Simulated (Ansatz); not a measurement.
**GaN (F-43m):H_i (antibonding, by N), thermodynamic levels from a 54-atom cell**

Wanted: the transition levels of a hydrogen interstitial in GaN (F-43m), from a cell of 54 host atoms with 1 H put in.

Method: place-levels on r2SCAN runs: charge-transition levels and formation energies with image-charge correction and potential alignment at the atomic sites; PAW set soft_1, in Ansatz 0.2.0.

### Step 1. The structure

The cell holds 55 atoms: 27 Ga, 27 N and 1 H. Cell: a = 9.685 Å, b = 9.685 Å, c = 9.685 Å, α = 60.0°, β = 60.0°, γ = 60.0°. It derives from GaN (space group F-43m). Nearest the centre at fractional (0.461, 0.461, 0.285): H55 at 0.00 Å, N28 at 1.05 Å, Ga27 at 1.90 Å, Ga33 at 1.90 Å, Ga45 at 1.90 Å, N26 at 2.45 Å, N44 at 2.45 Å, N32 at 2.45 Å.

Structure file:

```xyz
55
Lattice="0.0000 6.8485 6.8485 6.8485 0.0000 6.8485 6.8485 6.8485 0.0000" Properties=species:S:1:pos:R:3 pbc="T T T"
Ga    0.0000    0.0000    0.0000
N     1.1414    1.1414    1.1414
Ga    2.2828    2.2828    0.0000
N     3.4243    3.4243    1.1414
Ga    4.5657    4.5657    0.0000
N     5.7071    5.7071    1.1414
Ga    2.2828    0.0000    2.2828
N     3.4243    1.1414    3.4243
Ga    4.5657    2.2828    2.2828
N     5.7071    3.4243    3.4243
Ga    6.8485    4.5657    2.2828
N     7.9899    5.7071    3.4243
Ga    4.5657    0.0000    4.5657
N     5.7071    1.1414    5.7071
Ga    6.8485    2.2828    4.5657
N     7.9899    3.4243    5.7071
Ga    9.1313    4.5657    4.5657
N    10.2728    5.7071    5.7071
Ga    0.0000    2.2828    2.2828
N     1.1414    3.4243    3.4243
Ga    2.2828    4.5657    2.2828
N     3.4243    5.7071    3.4243
Ga    4.5657    6.8485    2.2828
N     5.7071    7.9899    3.4243
Ga    2.2828    2.2828    4.5657
N     3.4243    3.4243    5.7071
Ga    4.5657    4.5657    4.5657
N     5.7071    5.7071    5.7071
Ga    6.8485    6.8485    4.5657
N     7.9899    7.9899    5.7071
Ga    4.5657    2.2828    6.8485
N     5.7071    3.4243    7.9899
Ga    6.8485    4.5657    6.8485
N     7.9899    5.7071    7.9899
Ga    9.1313    6.8485    6.8485
N    10.2728    7.9899    7.9899
Ga    0.0000    4.5657    4.5657
N     1.1414    5.7071    5.7071
Ga    2.2828    6.8485    4.5657
N     3.4243    7.9899    5.7071
Ga    4.5657    9.1313    4.5657
N     5.7071   10.2728    5.7071
Ga    2.2828    4.5657    6.8485
N     3.4243    5.7071    7.9899
Ga    4.5657    6.8485    6.8485
N     5.7071    7.9899    7.9899
Ga    6.8485    9.1313    6.8485
N     7.9899   10.2728    7.9899
Ga    4.5657    4.5657    9.1313
N     5.7071    5.7071   10.2728
Ga    6.8485    6.8485    9.1313
N     7.9899    7.9899   10.2728
Ga    9.1313    9.1313    9.1313
N    10.2728   10.2728   10.2728
H     5.1037    5.1037    6.3104
```

Known beforehand: the electronic dielectric constant, 6.00, and the static one, 10.56, computed on the host (DFPT, PBEsol, on the r2SCAN cell), and a cell off the functional's own equilibrium shifts the ionic part.

The relaxed host is scaled by +1.5 % along all axes; the dielectric constants are those of the unstrained host.

The cell's shortest repeat is 9.7 Å.

### Step 2. What was run first

A transition level is the Fermi level at which two charge states cost the same, so each charge needs its own total energy, at its own relaxed structure.

Each atom starts 0.05 Å or so off its site in a random direction: a symmetric start keeps its symmetry, and would miss off-centre moves and Jahn–Teller distortions. Forces are taken on a 2×2×2 shifted mesh. The cell holds 1 electron more than the neutral one, with a uniform background that keeps it neutral on the whole.

The sampling was tested on the host first: at the k-points planned (1x1x1 shifted 0.25 0.25 0.25) its energy lies 0.066 eV an atom from the dense-mesh value, so the final energies take a denser sampling.

One state's input; the others differ in charge, spin, start and seed, and in occupations where the table says so.

Input file qm1.relax/input.yaml:

```yaml
crystal:
  lattice:
    - [0.0, 6.84850019, 6.84850019]
    - [6.84850019, 0.0, 6.84850019]
    - [6.84850019, 6.84850019, 0.0]
  atoms:
    - { symbol: Ga, position: [0.0, 0.0, 0.0] }
    - { symbol: "N", position: [0.08333333, 0.08333333, 0.08333333] }
    - { symbol: Ga, position: [0.0, 0.0, 0.33333333] }
    - { symbol: "N", position: [0.08333333, 0.08333333, 0.41666667] }
    - { symbol: Ga, position: [0.0, 0.0, 0.66666667] }
    - { symbol: "N", position: [0.08333333, 0.08333333, 0.75] }
    - { symbol: Ga, position: [0.0, 0.33333333, 0.0] }
    - { symbol: "N", position: [0.08333333, 0.41666667, 0.08333333] }
    - { symbol: Ga, position: [0.0, 0.33333333, 0.33333333] }
    - { symbol: "N", position: [0.08333333, 0.41666667, 0.41666667] }
    - { symbol: Ga, position: [0.0, 0.33333333, 0.66666667] }
    - { symbol: "N", position: [0.08333333, 0.41666667, 0.75] }
    - { symbol: Ga, position: [0.0, 0.66666667, 0.0] }
    - { symbol: "N", position: [0.08333333, 0.75, 0.08333333] }
    - { symbol: Ga, position: [0.0, 0.66666667, 0.33333333] }
    - { symbol: "N", position: [0.08333333, 0.75, 0.41666667] }
    - { symbol: Ga, position: [0.0, 0.66666667, 0.66666667] }
    - { symbol: "N", position: [0.08333333, 0.75, 0.75] }
    - { symbol: Ga, position: [0.33333333, 0.0, 0.0] }
    - { symbol: "N", position: [0.41666667, 0.08333333, 0.08333333] }
    - { symbol: Ga, position: [0.33333333, 0.0, 0.33333333] }
    - { symbol: "N", position: [0.41666667, 0.08333333, 0.41666667] }
    - { symbol: Ga, position: [0.33333333, 0.0, 0.66666667] }
    - { symbol: "N", position: [0.41666667, 0.08333333, 0.75] }
    - { symbol: Ga, position: [0.33333333, 0.33333333, 0.0] }
    - { symbol: "N", position: [0.41666667, 0.41666667, 0.08333333] }
    - { symbol: Ga, position: [0.33333333, 0.33333333, 0.33333333] }
    - { symbol: "N", position: [0.41666667, 0.41666667, 0.41666667] }
    - { symbol: Ga, position: [0.33333333, 0.33333333, 0.66666667] }
    - { symbol: "N", position: [0.41666667, 0.41666667, 0.75] }
    - { symbol: Ga, position: [0.33333333, 0.66666667, 0.0] }
    - { symbol: "N", position: [0.41666667, 0.75, 0.08333333] }
    - { symbol: Ga, position: [0.33333333, 0.66666667, 0.33333333] }
    - { symbol: "N", position: [0.41666667, 0.75, 0.41666667] }
    - { symbol: Ga, position: [0.33333333, 0.66666667, 0.66666667] }
    - { symbol: "N", position: [0.41666667, 0.75, 0.75] }
    - { symbol: Ga, position: [0.66666667, 0.0, 0.0] }
    - { symbol: "N", position: [0.75, 0.08333333, 0.08333333] }
    - { symbol: Ga, position: [0.66666667, 0.0, 0.33333333] }
    - { symbol: "N", position: [0.75, 0.08333333, 0.41666667] }
    - { symbol: Ga, position: [0.66666667, 0.0, 0.66666667] }
    - { symbol: "N", position: [0.75, 0.08333333, 0.75] }
    - { symbol: Ga, position: [0.66666667, 0.33333333, 0.0] }
    - { symbol: "N", position: [0.75, 0.41666667, 0.08333333] }
    - { symbol: Ga, position: [0.66666667, 0.33333333, 0.33333333] }
    - { symbol: "N", position: [0.75, 0.41666667, 0.41666667] }
    - { symbol: Ga, position: [0.66666667, 0.33333333, 0.66666667] }
    - { symbol: "N", position: [0.75, 0.41666667, 0.75] }
    - { symbol: Ga, position: [0.66666667, 0.66666667, 0.0] }
    - { symbol: "N", position: [0.75, 0.75, 0.08333333] }
    - { symbol: Ga, position: [0.66666667, 0.66666667, 0.33333333] }
    - { symbol: "N", position: [0.75, 0.75, 0.41666667] }
    - { symbol: Ga, position: [0.66666667, 0.66666667, 0.66666667] }
    - { symbol: "N", position: [0.75, 0.75, 0.75] }
    - { symbol: H, position: [0.460716, 0.460716, 0.284518] }
  host:
    repeats: [3, 3, 3]
    atoms:
      - { symbol: Ga, position: [0.0, 0.0, 0.0] }
      - { symbol: "N", position: [0.25, 0.25, 0.25] }
total_charge: -1
basis:
  ecutwfc: 500
  xc_grid: 2
hamiltonian:
  xc: r2scan
  pseudopotentials: { kind: paw, azcp: { folder: soft_1 } }
kpoints:
  mp_grid: { grid: [2, 2, 2], shift: [0.5, 0.5, 0.5] }
scf:
  occupations: { method: fixed }
  max_iter: 60
output:
  forces: true
  charged_corrections:
    epsilon: 6.0
    static_epsilon: 10.56
    defect_position: [0.460716, 0.460716, 0.284518]
relax:
  f_tol: 0.02
  max_steps: 80
  random_displacement: { amplitude: 0.05, seed: 1322 }
checkpoint:
  write: "../qm1.relax.run"
  compress: false
  write_wavefunctions: true
  write_every: 100000
```

Command:

```bash
$ ansatz run input.yaml --threads 4 --pin off --max-ram 7536MiB --backend cpu --events-out ev --progress --plain --runs-dir out
```

The run of this state that the levels use, under r2SCAN:

Input file qm1.point/input.yaml:

```yaml
crystal:
  checkpoint: "../qm1.relax.run"
  host: checkpoint
total_charge: -1
basis:
  ecutwfc: 500
  xc_grid: 2
hamiltonian:
  xc: r2scan
  pseudopotentials: { kind: paw, azcp: { folder: soft_1 } }
kpoints:
  mp_grid: { grid: [2, 2, 2], shift: [0.5, 0.5, 0.5] }
scf:
  occupations: { method: fixed }
  max_iter: 60
output:
  forces: true
  eigenvalues: true
  charged_corrections:
    epsilon: 6.0
    static_epsilon: 10.56
    defect_position: [0.460716, 0.460716, 0.284518]
  eigenstates: { localisation: true }
  populations: true
  band_densities: [{ bands: [v1, v1] }, { bands: [c1, c1] }]
  write_density: true
  write_potential: true
  volumetric_format: npy
checkpoint:
  read: "../qm1.relax.run"
  write: "../qm1.point.run"
  compress: false
  write_wavefunctions: false
  write_every: 100000
```

Relaxations under r2SCAN at a 2×2×2 shifted mesh; times on 4 threads of Intel Xeon Platinum 8559C (Emerald Rapids), shared host:

| charge | moment (μB) | occupations | outcome | steps | largest displacement against the far atoms (Å) | time |
| --- | --- | --- | --- | --- | --- | --- |
| −1 | 0 | fixed | converged | 14 | 0.80 | 6.9 min |
| 0 | 1 | fixed | converged | 14 | 0.60 | 19 min |
| +1 | 0 | fixed | converged | 7 | 0.18 | 4 min |
| −1 | 2 | fixed | converged | 9 | 0.66 | 12 min |

Single points under r2SCAN at a 2×2×2 shifted mesh; times on 4 threads of Intel Xeon Platinum 8559C (Emerald Rapids), shared host:

| charge | moment (μB) | occupations | outcome | time |
| --- | --- | --- | --- | --- |
| −1 | 0 | fixed | converged | 37 s |
| 0 | 1 | fixed | converged | 83 s |
| +1 | 0 | fixed | converged | 35 s |
| −1 | 2 | fixed | converged | 60 s |

Distances (Å) from H55 to the nearest atoms after relaxation with r2SCAN:

| charge | moment (μB) | 1. | 2. | 3. | 4. | 5. | 6. |
| --- | --- | --- | --- | --- | --- | --- | --- |
| −1 | 0 | N 1.01 | N 2.09 | N 2.10 | N 2.10 | Ga 2.23 | Ga 2.24 |
| −1 | 2 | N 1.02 | N 2.14 | N 2.14 | N 2.15 | Ga 2.19 | Ga 2.19 |
| 0 | 1 | N 1.02 | N 2.16 | N 2.16 | N 2.17 | Ga 2.17 | Ga 2.17 |
| +1 | 0 | N 1.03 | Ga 2.08 | Ga 2.09 | Ga 2.09 | N 2.35 | N 2.35 |

### Step 3. Levels against the band edges, r2SCAN

A charged cell interacts with its images and the background, and its potential has another zero than the host's. place-levels removes the first by a point-charge model, screened by the static dielectric constant since the ions have relaxed around the charge, and the second by comparing potentials at atoms far from the defect.

The host is a run of the defect-free crystal in the same cutoffs, grids and k-points, so that basis and sampling errors cancel in part in the differences. The host is run in a cell of 2 atoms on a matching mesh. Its band edges are searched through the zone by a band path, so the gap is smaller than, or equal to, that on the mesh. Chemical potentials are energies per atom of H (H2 molecule), run with the same functional and cutoff.

Input file levels.point.yaml:

```yaml
host:
  run: host.point.run
states: [qm1.point.run, q0_M1.point.run, qp1.point.run, qm1_M2.point.run]
geometry_from:
  qm1.point.run: qm1.relax.run
  q0_M1.point.run: q0_M1.relax.run
  qp1.point.run: qp1.relax.run
  qm1_M2.point.run: qm1_M2.relax.run
  host.point.run: host.relax.run
chemical_potentials:
  H:
    energy: -15.945394
    dataset: "<sha256 of the dataset>"
epsilon: 6.0
static_epsilon: 10.56
vertical:
  - { from: qm1.point.run, to: qm1.point_neutral.run }
  - { from: qp1.point.run, to: qp1.point_neutral.run }
  - { from: qm1_M2.point.run, to: qm1_M2.point_neutral.run }
```

Command:

```bash
$ ansatz place-levels levels.point.yaml -- --threads 4 --pin off --max-ram 7536MiB
```

Numbers of over 12 decimals in the logs are rounded to 6 here.

The program printed:

```text
[... repeated set-up lines and file paths are left out, and long positions are rounded to six places ...]
(+1/0) 2.431 eV above the valence edge (+2.935 eV without the band-filling correction), in the conduction band; not on the lower envelope
(0/-1) 2.266 eV above the valence edge (+3.244 eV without the band-filling correction), in the conduction band; not on the lower envelope
(+1/-1) 2.348 eV above the valence edge (+3.089 eV without the band-filling correction), in the conduction band: charges between them are lowest nowhere
formation energy of charge +1: -0.098 eV with the Fermi level at the valence edge
formation energy of charge 0: +2.333 eV with the Fermi level at the valence edge
formation energy of charge -1: +4.599 eV with the Fermi level at the valence edge
vertical -1 to 0: no energy, since no alignment is typed
  the change from vertical[0].from (qm1.point.run) to vertical[0].to (qm1.point_neutral.run): by its potential at epsilon 6 it stands at 0.376 0.376 0.602, with an rms radius of about 2.4 Å (1.3 1.3 1.6 Å across the planes of the cell's vectors); [...]
vertical +1 to 0: no energy, since no alignment is typed
  the change from vertical[1].from (qp1.point.run) to vertical[1].to (qp1.point_neutral.run): by its potential at epsilon 6 it stands at 0.360 0.361 0.742, with an rms radius of about 5.0 Å (2.7 2.7 3.3 Å across the planes of the cell's vectors); [...]
vertical -1 to 0: no energy, since no alignment is typed
  the change from vertical[2].from (qm1_M2.point.run) to vertical[2].to (qm1_M2.point_neutral.run): by its potential at epsilon 6 it stands at 0.353 0.352 0.427, with an rms radius of about 5.4 Å (3.2 3.2 2.9 Å across the planes of the cell's vectors); [...]
  edges by r2scan, gap 1.868 eV; the host is sampled to repeats of 19.37 Å
  the defect's cells are sampled to repeats of 19.37 Å, like sampling
  charge +1: -112786.2630 eV with its correction of +0.257 eV, at epsilon 10.56, aligned at sites: +0.0288 eV, mean over 16 atomic sites at or beyond 4.84 Å from the defect at [0.4607, 0.4607, 0.2845], with +0.000000 for the charge's moments and without [...]
  charge 0: +0.000 eV for its dipole among its images, +0.000 omitted
  charge -1: -112762.5136 eV with its correction of +0.180 eV, at epsilon 10.56, aligned at sites: +0.0484 eV, mean over 16 atomic sites at or beyond 4.84 Å from the defect at [0.4607, 0.4607, 0.2845], with +0.000000 for the charge's moments and without [...]
  charge -1: states[3] (qm1_M2.point.run) stands 0.371 eV higher, with a moment of 2.00 μB against 0.00
  of states[2] (qp1.point.run): it parts from the run at its places by a charge that spreads by about 3.3 Å along one vector (1.4 Å or more is wide), by its potential at epsilon 6, taken for that of held ions (one typed too small widens it), where the cell [...]
  of states[1] (q0_M1.point.run): a band-filling correction moves a carrier to the host's band edge, which changes its energy by -0.504 eV; stability_check_not_made
  of states[0] (qm1.point.run): it parts from the run at its places by a charge that spreads by about 1.6 Å along one vector (1.4 Å or more is wide), by its potential at epsilon 6, taken for that of held ions (one typed too small widens it), where the cell [...]
  of states[3] (qm1_M2.point.run): it parts from the run at its places by a charge that spreads by about 3.2 Å along one vector (1.4 Å or more is wide), by its potential at epsilon 6, taken for that of held ions (one typed too small widens it), where the cell [...]
  of vertical[0].from (qm1.point.run): it parts from the run at its places by a charge that spreads by about 1.6 Å along one vector (1.4 Å or more is wide), by its potential at epsilon 6, taken for that of held ions (one typed too small widens it), where the [...]
  of vertical[0].to (qm1.point_neutral.run): stability_check_not_made
  of vertical[1].from (qp1.point.run): it parts from the run at its places by a charge that spreads by about 3.3 Å along one vector (1.4 Å or more is wide), by its potential at epsilon 6, taken for that of held ions (one typed too small widens it), where the [...]
  of vertical[1].to (qp1.point_neutral.run): stability_check_not_made
  of vertical[2].from (qm1_M2.point.run): its moments are held at its close (magnetization.spin_locking), by a field of 0.191 eV a Bohr magneton, and its energy and levels are of the state that this holds: a run that lets them go can end lower; [...]
  of vertical[2].to (qm1_M2.point_neutral.run): stability_check_not_made
```

The job ended after 0.43 s (4 threads of Intel Xeon Platinum 8559C (Emerald Rapids), shared host).

Levels between the charges placed, in eV above the valence top:

|  | gap (eV) | (+1/0) | (0/−1) |
| --- | --- | --- | --- |
| r2SCAN | 1.87 | 2.43 | 2.27 |

Corrections by state:

| charge | moment (μB) | image terms and alignment (eV) | band filling (eV) | ε used | over the lowest of its charge, as the program ranks them, band filling apart (eV) |
| --- | --- | --- | --- | --- | --- |
| +1 | 0.0 | 0.257 | - | 10.56 | 0.000 |
| 0 | 1.0 | 0.000 | -0.504 | - | 0.000 |
| −1 | 0.0 | 0.180 | -1.482 | 10.56 | 0.000 |
| −1 | 2.0 | 0.117 | - | 10.56 | 0.371 |

The charged structures listed were also run neutral, and place-levels reads from each pair, by the potential or the spins, how wide the charge is by which they differ; that can be the carrier of either run.

| charge | rms radius (Å) | spread where it is widest against the cell (Å) | wide from (Å) | reading |
| --- | --- | --- | --- | --- |
| +1 | 5.0 | 3.28 | 1.37 | wide |
| −1 | 2.4 | 1.56 | 1.37 | wide |

The neutral runs of these pairs need not share the spin of the lowest neutral state, and very wide values only mean spread over the cell.

From the program's caveats on the states, each cut to its opening words:

- charge +1: it parts from the run at its places by a charge that spreads by about 3.3 Å along one vector (1.4 Å or more is wide), by its potential at epsilon 6, taken for [...]
- charge 0 (1 μB): a band-filling correction moves a carrier to the host's band edge, which changes its energy by -0.504 eV
- charge 0 (1 μB), −1 (2 μB): flagged: stability check not made
- charge −1: it parts from the run at its places by a charge that spreads by about 1.6 Å along one vector (1.4 Å or more is wide), by its potential at epsilon 6, taken for [...]
- charge −1: a band-filling correction moves a carrier to the host's band edge, which changes its energy by -1.482 eV
- charge −1 (2 μB): it parts from the run at its places by a charge that spreads by about 3.2 Å along one vector (1.4 Å or more is wide), by its potential at epsilon 6, taken for [...]
- charge −1 (2 μB): its moments are held at its close (magnetization.spin_locking), by a field of 0.191 eV a Bohr magneton, and its energy and levels are of the state that this [...]

Formation energies (eV), elemental references (Δμ(H) = 0.00 eV):

| charge | Fermi level at the valence top | at the conduction bottom |
| --- | --- | --- |
| +1 | -0.10 | 1.77 |
| 0 | 2.33 | 2.33 |
| −1 | 4.60 | 2.73 |

### Step 4. Summary of results

```
gap of the host                                                             : 1.87 eV (r2SCAN)
level (plus 1/0)                                                            : 2.43 eV above the valence top, past the conduction bottom, not a change between lowest states (2.93 eV above the valence top without the band-filling term)
level (0/minus 1)                                                           : 2.27 eV above the valence top, past the conduction bottom, not a change between lowest states (3.24 eV above the valence top without the band-filling term)
lowest of the charges placed, just above the valence top (0.02 eV)          : +1
lowest of the charges placed, just below the conduction bottom (0.02 eV)    : +1
lowest formation energy at mid-gap of the charges run, elemental references : 0.84 eV
```

What this shows: Of the charges placed (−1, 0 and +1), +1 is the lowest from 0.02 eV above the valence top to 0.02 eV below the conduction bottom, a gap of 1.87 eV. Charges above +1 were not placed, so these runs say nothing of levels that involve them. States placed: +1 at 0 μB; 0 at 1 μB; −1 at 0 μB and 2 μB. Other spin states or structures, where not listed, weren't placed. The program finds carriers beyond a band edge of the host and adds a band-filling term at charge −1 (-1.48 eV) and 0 (-0.50 eV); steps to such a charge show no bound level, and a defect level inside a band would be read the same way. H is taken at its element; compounds, which aren't counted here, bound the chemical potentials and would shift these formation energies. Keep in mind: r2SCAN makes the gap too small and tends to spread out bound carriers; where a gas molecule sets a chemical potential or the host's formation energy, its binding is uncorrected.

[Logs are printed without paths, hosts, clocks, repeated set-up lines and the standing remarks that a program may print on its own settings, such as how far it seeks lower states.]

[Hosts, paths, dates, database ids (printed as entryN), source tags and the programs' standing remarks are cut or masked in the printed files.]

[Where a table of states has a column of steps, it counts the stored structures, which are thinned; the runs took as many ionic steps or more.]

[A defect's name tells the site on which it was built; relaxed atoms can leave that site.]

[For some hosts the program warned that the k-mesh of the response run may be too coarse for force constants and the static dielectric constant; such warnings are not shown here.]
